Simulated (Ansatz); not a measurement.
# HfB2 (P6/mmm): modes against biaxial strain in the (0001) plane, that of a and b

Wanted: the shifts of the zone-centre modes of HfB2 (P6/mmm) with strain.

Method: DFT PBEsol, scalar-relativistic, plane waves, PAW; PAW set soft_1, in Ansatz 0.2.0.

### Step 1. The starting structure

The structure is hexagonal, space group P6/mmm (No. 191). The conventional cell has a = 3.140 Å, b = 3.140 Å, c = 3.480 Å, α = 90.00°, β = 90.00°, γ = 120.00°. B has 3 B at 1.81 Å and 6 Hf at 2.51 Å nearest. Hf has 12 B at 2.51 Å nearest. Farther neighbours are not listed.

### Step 2. Bringing the structure to rest

Harmonic phonons are second derivatives at a point where the forces vanish, and they are wanted at zero stress, so atoms and cell are relaxed first.

input.yaml reads:

```yaml
crystal:
  lattice:
    - [3.14, 0.0, 0.0]
    - [-1.57, 2.7193197679, 0.0]
    - [0.0, 0.0, 3.48]
  atoms:
    - { symbol: B, position: [0.33333333, 0.66666667, 0.5] }
    - { symbol: B, position: [0.66666667, 0.33333333, 0.5] }
    - { symbol: Hf, position: [0.0, 0.0, 0.0] }
kpoints:
  mp_grid: { grid: [15, 15, 12] }
hamiltonian:
  xc: pbesol
  pseudopotentials: { kind: paw, azcp: { folder: soft_1 }, xc_functional: pbe }
scf:
  occupations: { method: gaussian, width: 0.1 }
output:
  forces: true
  stress: true
  eigenvalues: true
  write_density: true
  write_potential: true
  elf: true
  volumetric_format: npy
relax:
  adjacent_minimum: "off"
  f_tol: 0.005
  max_steps: 80
  cell: { stress_tol: 0.05 }
```

On the command line:

```bash
$ ansatz run input.yaml --threads 4 --pin off --max-ram 10240MiB --backend cpu --events-out ev --progress --plain --runs-dir out
```

Numbers of over 12 decimals in the logs are rounded to 6 here.

The log of the run:

```text
Engine: ansatz 0.2.0, aarch64-unknown-linux-gnu
Pseudopotentials: kind: paw
Pseudopotential: B, paw, valence charge 3, recommended cutoff 420 eV (normal), soft_1/B.paw.azcp
Pseudopotential: Hf, paw, valence charge 26, recommended cutoff 420 eV (normal), soft_1/Hf.paw.azcp
Functional definition: PBEsol
  exchange = pbesol_x
  correlation = pbesol_c
Crystal: 3 atoms, lattice volume = 29.715 Å³
Basis set: ecut = 420 eV, 563 PW (Γ), exchange–correlation on 48×48×48 points (8 copies of the dense FFT grid, shifted against one another)
Bands: 20, of which v1, the nominal top of the filled ones, is band 16 counted from 1 (15 counted from 0)
Symmetry: 24 space group operations
Space group: P6/mmm (ITA 191), of the structure as read, at distance tolerance 3.1e-5 Å
k-points: 189 of 2700
Non-local potential: B, projectors of the file, l = 0: 2, l = 1: 2, l = 2: 1
Non-local potential: Hf, projectors of the file, l = 0: 3, l = 1: 2, l = 2: 2, l = 3: 3
PAW form: soft (Blöchl's): semilocal exchange-correlation on the pseudo side does not see the compensation charge
PAW frozen core: B, regenerated for the run's functional, and the local potential with it (the file was generated under x = pbe(κ = 0.804, μ = 0.219515), c = pbe(β = 0.066725))
PAW frozen core: Hf, regenerated for the run's functional, and the local potential with it (the file was generated under x = pbe(κ = 0.804, μ = 0.219515), c = pbe(β = 0.066725))
PAW one-centre angular grid: B, 110 points (default); XC on 64 Gauss nodes
PAW one-centre angular grid: Hf, 590 points (default); XC on 64 Gauss nodes
Initial density: superposition of atomic densities (chi_scale 0.1, normalization cell, long waves kept (reshape's long-wave potential 0.00 eV rms))
Initial wavefunctions: pseudopotential atomic-orbital guess
Functional: x = pbesol(κ = 0.804, μ = 0.123457), c = pbesol(β = 0.046)
SCF iter   1: F=—  HF=-15907.955221 eV  |F-HF|=—  |Δ(HF+E_count)|=         —  Δρ=6.35e-2  dr2=1.87e0  ethr=3.10e-3  ⟨swp⟩=4.5  Hψ=15063  notcnv=0
preconditioner: auto → none  [metal: Δε(μ)=0.055 eV  Ē_g=16.626 eV  σ=0.100 eV  W_gap=0.30  n_scr=8 (ndim 8)  ℏωp=37.3 eV  f_vac=0.000  D(μ)=0.27/eV (n_scr^D=0)  sad-step TF]
SCF iter   2: F=—  HF=-15907.559437 eV  |F-HF|=—  |Δ(HF+E_count)|=   3.96e-1  Δρ=3.38e-2  dr2=5.46e-1  ethr=3.10e-3  ⟨swp⟩=3.0  Hψ=8033  notcnv=0  defer=2
SCF iter   3: F=—  HF=-15907.433001 eV  |F-HF|=—  |Δ(HF+E_count)|=   1.26e-1  Δρ=1.10e-2  dr2=2.45e-2  ethr=1.71e-3  ⟨swp⟩=2.3  Hψ=7895  notcnv=0  defer=2
SCF iter   4: F=—  HF=-15907.373318 eV  |F-HF|=—  |Δ(HF+E_count)|=   5.97e-2  Δρ=2.94e-3  dr2=1.25e-3  ethr=7.65e-5  ⟨swp⟩=2.3  Hψ=8290  notcnv=0  defer=2
SCF iter   5: F=—  HF=-15907.376408 eV  |F-HF|=—  |Δ(HF+E_count)|=   3.09e-3  Δρ=8.52e-4  dr2=2.72e-4  ethr=3.90e-6  ⟨swp⟩=2.0  Hψ=6910  notcnv=0  defer=2
SCF iter   6: F=—  HF=-15907.376208 eV  |F-HF|=—  |Δ(HF+E_count)|=   2.00e-4  Δρ=1.38e-4  dr2=1.09e-5  ethr=8.51e-7  ⟨swp⟩=2.0  Hψ=6812  notcnv=0  defer=2
SCF iter   7: F=—  HF=-15907.376205 eV  |F-HF|=—  |Δ(HF+E_count)|=   3.65e-6  Δρ=2.90e-5  dr2=2.42e-7  ethr=3.41e-8  ⟨swp⟩=2.2  Hψ=5554  notcnv=0  defer=2
SCF iter   8: F=-15907.376204 eV  HF=-15907.376204 eV  |F-HF|=5.97e-10  |Δ(HF+E_count)|=   7.47e-8  Δρ=3.06e-6  dr2=1.04e-9  ethr=3.13e-10  ⟨swp⟩=9.4  Hψ=28098  notcnv=0
SCF 1 converged in 8 iterations: F = -15907.376204 eV  dr2 = 1.04e-9
  greatest PAW one-centre occupation: 0.998 electrons in one spin orbital (limit 2), on the Hf atom at site 2 (counted from 0), in its partial waves of l = 0
relax step   1: F+E_penalty+E_count = -15907.37620447 eV  Δ(F+E_penalty+E_count) = +0.000e0 eV  max|allowed force component| = 1.480e-16 eV/Å  Δτ_max = 0.0000 Å  P = -4.363 GPa  Ω = 29.715 Å³  (8 SCF iters, dr2 threshold 1.00e-7 eV, accepted)
Crystal: 3 atoms, lattice volume = 28.977 Å³
Initial density: handed on by an earlier stage of this run
Initial wavefunctions: those handed on with the density
iter 1 solved again at ethr=9.64e-6 eV; its pass at ethr=3.10e-3 eV (dr2=3.09e-3 eV) is discarded
SCF iter   1: F=—  HF=-15907.382511 eV  |F-HF|=—  |Δ(HF+E_count)|=         —  Δρ=2.59e-3  dr2=3.06e-3  ethr=9.64e-6  ⟨swp⟩=1.2  Hψ=22363  notcnv=0
preconditioner: auto → none  [metal: Δε(μ)=0.067 eV  Ē_g=17.467 eV  σ=0.100 eV  W_gap=0.36  n_scr=8 (ndim 8)  ℏωp=37.8 eV  f_vac=0.000  D(μ)=0.24/eV (n_scr^D=0)]
SCF iter   2: F=—  HF=-15907.381758 eV  |F-HF|=—  |Δ(HF+E_count)|=   7.53e-4  Δρ=1.05e-3  dr2=5.11e-4  ethr=9.57e-6  ⟨swp⟩=2.0  Hψ=6526  notcnv=0
SCF iter   3: F=—  HF=-15907.381571 eV  |F-HF|=—  |Δ(HF+E_count)|=   1.88e-4  Δρ=4.31e-4  dr2=2.04e-5  ethr=1.60e-6  ⟨swp⟩=2.0  Hψ=6380  notcnv=0
SCF iter   4: F=—  HF=-15907.381570 eV  |F-HF|=—  |Δ(HF+E_count)|=   5.66e-7  Δρ=1.38e-4  dr2=2.66e-6  ethr=6.36e-8  ⟨swp⟩=2.1  Hψ=6578  notcnv=0
SCF iter   5: F=-15907.381571 eV  HF=-15907.381571 eV  |F-HF|=3.95e-8  |Δ(HF+E_count)|=   5.38e-7  Δρ=2.35e-5  dr2=5.03e-8  ethr=9.37e-10  ⟨swp⟩=8.1  Hψ=29863  notcnv=0
SCF 2 converged in 5 iterations: F = -15907.381571 eV  dr2 = 5.03e-8
relax step   2: F+E_penalty+E_count = -15907.38157083 eV  Δ(F+E_penalty+E_count) = -5.366e-3 eV  max|allowed force component| = 1.110e-16 eV/Å  Δτ_max = 0.0000 Å  P = +1.845 GPa  Ω = 28.977 Å³  energy of the carried Pulay correction = +5.603e-4 eV  (5 SCF iters, dr2 threshold 3.00e-7 eV, accepted)
Crystal: 3 atoms, lattice volume = 29.176 Å³
iter 1 solved again at ethr=7.22e-7 eV; its pass at ethr=3.10e-3 eV (dr2=2.31e-4 eV) is discarded
SCF iter   1: F=—  HF=-15907.384230 eV  |F-HF|=—  |Δ(HF+E_count)|=         —  Δρ=1.02e-3  dr2=2.75e-4  ethr=7.22e-7  ⟨swp⟩=2.1  Hψ=21490  notcnv=0
preconditioner: auto → none  [metal: Δε(μ)=0.020 eV  Ē_g=17.489 eV  σ=0.100 eV  W_gap=0.11  n_scr=8 (ndim 8)  ℏωp=37.7 eV  f_vac=0.000  D(μ)=0.22/eV (n_scr^D=0)]
SCF iter   2: F=—  HF=-15907.384135 eV  |F-HF|=—  |Δ(HF+E_count)|=   9.50e-5  Δρ=4.26e-4  dr2=3.39e-5  ethr=7.22e-7  ⟨swp⟩=2.0  Hψ=6569  notcnv=0
SCF iter   3: F=—  HF=-15907.384128 eV  |F-HF|=—  |Δ(HF+E_count)|=   7.40e-6  Δρ=2.02e-4  dr2=6.90e-6  ethr=1.06e-7  ⟨swp⟩=2.0  Hψ=6050  notcnv=0
SCF iter   4: F=—  HF=-15907.384126 eV  |F-HF|=—  |Δ(HF+E_count)|=   1.94e-6  Δρ=6.62e-5  dr2=3.59e-7  ethr=2.16e-8  ⟨swp⟩=2.0  Hψ=6795  notcnv=0
SCF iter   5: F=-15907.384126 eV  HF=-15907.384126 eV  |F-HF|=4.40e-8  |Δ(HF+E_count)|=   4.30e-8  Δρ=1.19e-5  dr2=1.54e-8  ethr=9.37e-10  ⟨swp⟩=8.9  Hψ=26714  notcnv=0
SCF 3 converged in 5 iterations: F = -15907.384126 eV  dr2 = 1.54e-8
relax step   3: F+E_penalty+E_count = -15907.38412600 eV  Δ(F+E_penalty+E_count) = -2.555e-3 eV  max|allowed force component| = 2.837e-16 eV/Å  Δτ_max = 0.0000 Å  P = +0.229 GPa  Ω = 29.176 Å³  energy of the carried Pulay correction = +4.218e-4 eV  (5 SCF iters, dr2 threshold 3.00e-7 eV, accepted)
[...]
relax step   4: F+E_penalty+E_count = -15907.38423615 eV  Δ(F+E_penalty+E_count) = -1.101e-4 eV  max|allowed force component| = 2.529e-16 eV/Å  Δτ_max = 0.0000 Å  P = -0.020 GPa  Ω = 29.199 Å³  energy of the carried Pulay correction = +3.991e-4 eV  (4 SCF iters, dr2 threshold 3.00e-7 eV, accepted)
Initial wavefunctions: pseudopotential atomic-orbital guess (no wavefunctions were taken with the density)
iter 1 solved again at ethr=3.04e-9 eV; its pass at ethr=3.10e-3 eV (dr2=9.74e-7 eV) is discarded
SCF iter   1: F=—  HF=-15907.383872 eV  |F-HF|=—  |Δ(HF+E_count)|=         —  Δρ=4.02e-5  dr2=1.57e-7  ethr=3.04e-9  ⟨swp⟩=3.9  Hψ=28172  notcnv=0
preconditioner: auto → none  [metal: Δε(μ)=0.027 eV  Ē_g=17.478 eV  σ=0.100 eV  W_gap=0.15  n_scr=8 (ndim 8)  ℏωp=37.6 eV  f_vac=0.000  D(μ)=0.23/eV (n_scr^D=0)]
SCF iter   2: F=—  HF=-15907.383866 eV  |F-HF|=—  |Δ(HF+E_count)|=   5.61e-6  Δρ=2.54e-5  dr2=9.66e-8  ethr=4.91e-10  ⟨swp⟩=2.0  Hψ=6815  notcnv=0
SCF iter   3: F=—  HF=-15907.383866 eV  |F-HF|=—  |Δ(HF+E_count)|=   1.19e-8  Δρ=1.09e-5  dr2=1.13e-8  ethr=3.02e-10  ⟨swp⟩=2.0  Hψ=6785  notcnv=0
SCF iter   4: F=—  HF=-15907.383866 eV  |F-HF|=—  |Δ(HF+E_count)|=   1.00e-9  Δρ=2.87e-6  dr2=3.81e-10  ethr=3.52e-11  ⟨swp⟩=2.0  Hψ=6046  notcnv=0
SCF iter   5: F=—  HF=-15907.383866 eV  |F-HF|=—  |Δ(HF+E_count)|=  3.82e-10  Δρ=7.96e-7  dr2=3.14e-11  ethr=1.19e-12  ⟨swp⟩=2.0  Hψ=6739  notcnv=0
SCF iter   6: F=-15907.383866 eV  HF=-15907.383866 eV  |F-HF|=0.00e0  |Δ(HF+E_count)|=  3.64e-11  Δρ=4.66e-8  dr2=2.20e-13  ethr=1.00e-12  ⟨swp⟩=5.3  Hψ=16796  notcnv=0
SCF 5 converged in 6 iterations: F = -15907.383866 eV  dr2 = 2.20e-13
relax step   5: F+E_penalty+E_count = -15907.38386589 eV  Δ(F+E_penalty+E_count) = +3.703e-4 eV  max|allowed force component| = 2.714e-16 eV/Å  Δτ_max = 0.0000 Å  P = -0.038 GPa  Ω = 29.199 Å³  stress off target by 4.04e-2 GPa  SCF on the basis re-selected at this cell (its energy is not comparable with the rows above)  (6 SCF iters)
basis re-selected at this cell: Δ(F+E_penalty+E_count) = +3.703e-4 eV, ΔP = -0.017 GPa vs the last step (what re-selecting the basis moved, of the pressure what is left beyond the Pulay correction that the steps carried, after the strain that the cell walked since its last selection, with what the two solves' SCF thresholds leave and, on support functions, any second-order correction that the steps lacked; it is no m [...]
SCF converged after 6 iterations
Free energy (F): -15907.383866 eV
Harris-Foulkes:  -15907.383866 eV  (|F-HF|=0.00e0)
Internal energy: -15907.382727 eV  (E = F + TS)
E sigma→0 (E₀):  -15907.383296 eV
Entropy (-TS):   -0.001139 eV (-0.380 meV/atom)
Fermi energy:    19.425952 eV
--- Per-component energies (eV) ---
  E_band       = 95.094377
  E_kinetic    = 512.771602
  E_local      = -6475.195582  (includes V_loc(G=0)·N_el)
  E_nonlocal   = 82.034547
  E_hartree    = 3190.384659
  E_xc         = -332.856942
  E_vxc        = -335.780276  (∫ρ·V_xc dr)
  E_paw        = -7727.532102  (= ΣΔE_a)
  E_vpaw       = -69.505337  (= ΣTr[D̂ρ^β])
  E_aug_tail   = 0.000119  (compensation charges beyond the density's cutoff)
  E_ewald      = -5158.269506
  E_core_change = 1.280478  (= ΣΔE_core)
  E_smearing   = -0.001139  (= −TS)
  E_closure    = 0.000000  (closes the sum)
  Σ components = -15907.383866   (vs F -15907.383866, Δ=0.00e0)
--- Forces (eV/Å), atoms counted from 1 ---
  atom   1  B     -0.00000000    -0.00000000    -0.00000000
  atom   2  B     -0.00000000     0.00000000     0.00000000
  atom   3  Hf     0.00000000    -0.00000000     0.00000000
  max |Σ_I F_I| component: 7.40e-17 eV/Å
--- Stress (GPa, compression-positive) ---
       -0.040356       0.000000      -0.000000
        0.000000      -0.040356      -0.000000
       -0.000000      -0.000000      -0.032215
  P = ⅓ Tr σ = -0.0376 GPa (-0.376 kbar)
--- Band table (eV; the first three rows and the last of 189) ---
  k-point 0: bands = [... 12 lower, 16.3301, 16.4202, 16.4202, 16.7486, 23.4460, 23.4460, 24.1726, 24.1726]
  k-point 1: bands = [... 12 lower, 15.4557, 16.4941, 16.4941, 17.5833, 22.5924, 22.5924, 23.9232, 23.9232]
  k-point 2: bands = [... 12 lower, 14.3668, 16.7126, 16.7126, 18.5793, 21.5681, 21.5681, 23.2695, 23.2695]
  k-point 188: bands = [... 12 lower, 10.2513, 13.9062, 16.2198, 16.2198, 23.9806, 24.8635, 26.5039, 26.5039]
--- Relaxed structure (4 steps of the walk, 4 accepted, 1 SCFs on fresh bases) ---
  F+E_penalty+E_count = -15907.38386589 eV   max|allowed force component| = 2.714e-16 eV/Å   (the final SCF, on the basis selected at the relaxed cell)
  cell:  # Å, volume = 29.1987 Å³
    - [3.127391, 0.0, 0.0]
    - [-1.563696, 2.708400, 0.0]
    - [0.0, 0.0, 3.447218]
  atoms:
    - { symbol: B, position: [0.333333, 0.666667, 0.5] }
    - { symbol: B, position: [0.666667, 0.333333, 0.5] }
    - { symbol: Hf, position: [0, 0, 0.0] }
```

The job ended after 11 s (4 threads of Arm Neoverse V1, shared host; peak memory 0.42 GiB; 39 s of CPU time).

Step by step:

```csv
step,energy less that of the first step (eV),largest force component (eV/Å),pressure (GPa),volume (Å³)
1,0.0000,0.0000,-4.36,29.71
2,-0.0054,0.0000,1.85,28.98
3,-0.0079,0.0000,0.23,29.18
4,-0.0080,0.0000,-0.02,29.20
5*,-0.0077,0.0000,-0.04,29.20
```

Relaxation steps marked * repeat the geometry before them on a plane-wave basis chosen anew for their cell, so energy and pressure can jump there.

The run keeps the 24 symmetry operations that it works with, so distortions that break them were not tested.

```csv
"conventional cell, symmetrised",before,after,change
a (Å),3.140,3.127,-0.4 %
b (Å),3.140,3.127,-0.4 %
c (Å),3.480,3.447,-0.9 %
volume (Å³/atom),9.90,9.73,-1.7 %
```

The relaxed structure:

```xyz
3
Lattice="3.1274 0.0000 0.0000 -1.5637 2.7084 0.0000 0.0000 0.0000 3.4472" Properties=species:S:1:pos:R:3 pbc="T T T"
B     0.0000    1.8056    1.7236
B     1.5637    0.9028    1.7236
Hf    0.0000    0.0000    0.0000
```

Numbers from this step:

| Item | Value |
| --- | --- |
| pressure | -0.03764 GPa |
| volume per atom | 9.733 Å³ |
| gap on the k-mesh | 0 eV |

Valence density in the ab plane at fractional z = 0.500, with atoms of B within 0.2 Å of it. It is the smooth field of the valence electrons, not physical close to the nuclei.

Ten even steps from '_' (0.17 e/Å³) to '@' (0.80 e/Å³):
```
____..::--++##@@@@##++--::..____
__....--++##@@@@@@##++--....____
..::--++##%%@@@@%%##++--::......
::--++##%%##++##%%##++--::::..::
==++##%%##----##%%##++==--------
**##@@@@++--++@@@@##**++++++++++
%%@@@@@@####@@@@@@%%############
@@@@@@%%%%%%@@@@@@@@@@%%%%%%@@@@
%%############%%@@@@@@####@@@@@@
**++++++++++**##@@@@++--++@@@@##
==--------==++##%%##----##%%##++
::::..::::--++##%%##++##%%##++--
........::--++##%%@@@@%%##++--::
______....--++##@@@@@@##++--....
______..::--++##@@@@##++--::..__
______..::==**%%@@%%**==::..____
```
Columns run along a (3.1 Å), rows up along b (3.1 Å). Atoms in or near the plane, at fractional coordinates: B at (0.33, 0.67), B at (0.67, 0.33).

Electrostatic potential energy in the ab plane at fractional z = 0.500, with atoms of B within 0.2 Å of it. With pseudopotentials it is smooth inside the atoms' cores, unlike the true potential.

Ten even steps from '_' (-24 eV) to '@' (19 eV):
```
@@@@@@@@@@%%%%####%%%%@@@@@@@@@@
@@@@@@@@%%**==--==**%%@@@@@@@@@@
@@@@@@%%++::____::++%%@@@@@@@@@@
@@@@%%++..______..++%%@@@@@@@@@@
@@%%**::________::**%%@@@@@@@@@@
%%%%==__________==%%%%%%%%%%%%%%
%%##--________--##%%%%**++++**%%
%%##==::..::==##%%##==::..::==##
%%%%**++++**%%%%##--________--##
%%%%%%%%%%%%%%%%==__________==%%
@@@@@@@@@@@@%%**::________::**%%
@@@@@@@@@@@@%%++..______..++%%@@
@@@@@@@@@@@@%%++::____::++%%@@@@
@@@@@@@@@@@@%%**==--==**%%@@@@@@
@@@@@@@@@@@@%%%%####%%%%@@@@@@@@
@@@@@@@@@@@@%%%%%%%%%%@@@@@@@@@@
```
Columns run along a (3.1 Å; values clipped at the 3rd and 97th percentile), rows up along b (3.1 Å). Atoms in or near the plane, at fractional coordinates: B at (0.33, 0.67), B at (0.67, 0.33).

ELF in the ab plane at fractional z = 0.500, with atoms of B within 0.2 Å of it. It is the smooth field of the valence electrons, not physical close to the nuclei.

Ten even steps from '0' (0.00) to '9' (0.86):
```
2235689999865322
3346777777764332
4566543345665433
6675200025766545
7874000047876666
9973000379987678
9973003799975579
9974247999742479
9975579997300379
9876789973000379
7666678740000478
6545667520002576
4334566543345665
3233467777777643
2223568999986532
2234679999976432
```
Columns run along a (3.1 Å), rows up along b (3.1 Å). Atoms in or near the plane, at fractional coordinates: B at (0.33, 0.67), B at (0.67, 0.33).

In this step the volume went from 9.90 to 9.73 Å³/atom.

(Continued in part 2 of 3.)

[Logs are printed without paths, hosts, clocks, repeated set-up lines and the standing remarks that a program may print on its own settings, such as how far it seeks lower states.]

[Hosts, paths, dates, database ids (printed as entryN), source tags and the programs' standing remarks are cut or masked in the printed files.]
